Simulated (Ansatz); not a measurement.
# TaSi2N4 monolayer in a perpendicular field, part 3 of 3

Wanted: the out-of-plane response of the TaSi2N4 monolayer. A positive field points along +c.

Ansatz 0.2.0; plane-wave DFT, PBE-D3(BJ), Ansatz PAW.

So far. Step 3 (Atoms held, field 0): The work function of the upper face is 5.28 eV. Step 4 (Single point, field 0.1 V/Å): The dipole is 0.0330 e·Å.

## Step 5: Single point, field -0.1 V/Å

The input, input.yaml:

```yaml
crystal:
  lattice:
    - [2.9505611541, 0.0, 0.0]
    - [-1.475280577, 2.5552609149, 0.0]
    - [0.0, 0.0, 25.0215092713]
  atoms:
    - { symbol: "N", position: [0.0, 0.0, 0.3596905328], spin: 0.01 }
    - { symbol: Si, position: [0.3333333333, 0.6666666667, 0.3798375388] }
    - { symbol: "N", position: [0.3333333333, 0.6666666667, 0.4497493179], spin: 0.01 }
    - { symbol: Ta, position: [0.0, 0.0, 0.5], spin: 0.23 }
    - { symbol: "N", position: [0.3333333333, 0.6666666667, 0.5502506821], spin: 0.01 }
    - { symbol: Si, position: [0.3333333333, 0.6666666667, 0.6201624612] }
    - { symbol: "N", position: [0.0, 0.0, 0.6403094672], spin: 0.01 }
magnetization:
  spin_polarized: true
kpoints:
  mp_grid: { grid: [18, 18, 1] }
  band_path:
    path: [[0, 0, 0], [0.5, 0, 0], [0.33333333, 0.33333333, 0], [0, 0, 0]]
    npoints: 16
hamiltonian:
  xc: pbe
  dispersion: d3bj
scf:
  occupations: { method: fermi_dirac, width: 0.02585 }
  convergence: { dr2_threshold: 1.0e-10 }
efield:
  axis: 3
  dipole_correction: true
  ramp_position: 0.9365
  ramp_width: 0.1271
  amplitude: -0.1
output:
  write_potential: true
  write_density: true
  volumetric_format: npy
```

On the command line:

```sh
ansatz run input.yaml --threads 2 --pin off --max-ram 3072MiB --backend cpu --events-out ev --progress --plain --runs-dir out
```

Numbers of over 12 decimals in the logs are rounded to 6 here.

What it wrote:

```text
[...]
Crystal: 7 atoms, lattice volume = 188.649 Å³
Basis set: ecut = 420 eV, 3611 PW (Γ)
Bands: 28, of which v1, the nominal top of the filled ones, is band 21 counted from 1 (20 counted from 0)
Symmetry: 6 space group operations
k-points: 37 of 324 (time reversal used)
[...]
Starting moments: Σ|m| = 0.27 μB on 5 of 7 sites
[...]
k-point 1 ↑: bands = [... 17 lower, -0.9379, -0.8097, -0.6642, 1.9724, 4.7530, 5.1030, 5.1582, 5.5258, ... 3 higher]
  k-point 2 ↑: bands = [... 17 lower, -1.0908, -0.9797, -0.6277, 1.8294, 4.6115, 5.1415, 5.2486, 5.9836, ... 3 higher]
  k-point 36 ↓: bands = [... 17 lower, -2.5501, -0.6408, 0.1398, 2.3201, 5.1861, 5.5379, 6.8603, 7.2166, ... 3 higher]
[key lines of the parts left out:]
SCF converged after 26 iterations
Magnetization: 0.7591 μB (20.8795 up, 20.1205 down)
Free energy (F): -12748.351529 eV
Fermi energy:    1.505775 eV
Dipole field:    D = -0.031673 V/Å  (p = -0.033021 e·Å, saw-weighted, corrected)
```

Run time: 2.3 min. Hardware: 2 threads of Arm Neoverse N1, shared host; peak memory 0.71 GiB; 4.5 min of CPU time.

The dipole is -0.0330 e·Å.

## Step 6: Response, atoms held

This step: plane-wave DFT, PBE-D3(BJ), Ansatz PAW; response to a field along the normal, atoms held (Ansatz 0.2.0).

The dipoles give the slope, and the difference of two potentials shows where the field is screened.

Numbers from this step:

```
equivalent conductor thickness p/(ε₀AE) : 7.925 Å
distance between the outer atoms        : 7.022 Å
```

The dipole of the cell by applied field:

```csv
applied field (V/Å),dipole of the cell (e·Å)
-0.1000,-0.0330
0.0000,3.8e-7
0.1000,0.0330
```

The total moment stays at 0.759 μB for applied field from -0.1 to 0.1 V/Å.

Local field over the applied field, running mean. From the potentials at -0.1 and 0.1 V/Å; running mean over 2.5 Å. The local field over applied field by z:

z (Å), local field over applied field and a bar:
```
      4.5      1.000 ##############################
      5.0      0.998 ##############################
      5.5      0.994 ##############################
      6.0      0.982 #############################
      6.5      0.946 ############################
      7.0      0.862 ##########################
      7.5      0.720 #####################
      8.0      0.555 ################
      8.5      0.395 ###########
      9.0      0.280 #######
      9.5      0.204 #####
     10.0      0.170 ###
     10.5      0.148 ###
     11.0      0.133 ##
     11.5      0.103 #
     12.0      0.076 
     12.5      0.062 
     13.0      0.075 
     13.5      0.101 #
     14.0      0.132 ##
     14.5      0.147 ###
     15.0      0.169 ###
     15.5      0.201 ####
     16.0      0.275 #######
     16.5      0.389 ##########
     17.0      0.548 ################
     17.5      0.713 #####################
     18.0      0.857 #########################
     18.5      0.944 ############################
     19.0      0.981 #############################
     19.5      0.994 ##############################
     20.0      0.998 ##############################
     20.5      1.000 ##############################
```

The induced electron density oscillates, so the rows of the table below give means over windows of 1 Å about each position, cut where the curve ends. Its maxima inside the range that stand out by 2 % of the span (Å: e/Å³ per V/Å): 8.2: 0.00384, 9.2: 0.00121, 10.6: 0.00147, 11.4: 0.00109, 13.1: 8.2e-4, 14.0: -3.4e-4, 15.3: 0.00199, 16.1: -4.3e-4. Its minima: 8.9: 4.3e-4, 9.7: -0.00199, 11.0: 3.4e-4, 12.0: -8.2e-4, 13.6: -0.00109, 14.5: -0.00147, 15.8: -0.00121, 16.8: -0.00384.

Electrons, planar mean, per unit field. Table of induced electron density by z; means over each step:

z (Å), induced electron density (e/Å³ per V/Å) and a bar from the least value:
```
        5    0.00001 ###############
        6    0.00010 ###############
        7    0.00083 ###################
        8    0.00312 ##############################
        9    0.00080 ###################
       10   -0.00043 #############
       11    0.00089 ###################
       12   -0.00034 #############
       13    0.00035 #################
       14   -0.00088 ###########
       15    0.00037 #################
       16   -0.00072 ############
       17   -0.00313 
       18   -0.00087 ###########
       19   -0.00010 ###############
       20   -0.00001 ###############
```

By hand: between -0.1 and 0.1 V/Å the dipole changes by 0.06604 e·Å, a slope of 0.3302 e·Å²/V. A perfect conductor of thickness t has p = ε₀AEt, so t = 180.95 × 0.3302 / 7.539 = 7.93 Å (e/ε₀ = 180.95 V·Å, A in Å²).

The induced dipole is that of a conductor 7.93 Å thick.

## Step 7: Outcome

* gap without field: none
* work function, upper face: 5.28 eV
* equivalent conductor thickness, atoms held: 7.93 Å

In words: The induced dipole equals that of a perfect conductor 7.93 Å thick, while the outer atoms lie 7.02 Å apart. There is no gap over 0.03 eV, with or without the field. For an open d or f shell that can be the fault of a semilocal functional without a Hubbard term. The magnetic order is the one reached from the typed start; other orders were not compared. Spin-orbit coupling is left out, which matters for the bands of elements this heavy. The outer anions sit over the metal atoms, one of several polytypes of such layers and not the lowest for every compound.

[Logs are printed without paths, hosts, clocks, repeated set-up lines and the standing remarks that a program may print on its own settings, such as how far it seeks lower states.]

[Hosts, paths, dates, database ids (printed as entryN), source tags and the programs' standing remarks are cut or masked in the printed files.]

[Maps of the electrostatic potential energy from Ansatz leave out the sawtooth potential of an applied field or a dipole correction, so their vacuum need not be flat; planar profiles and work functions include it.]
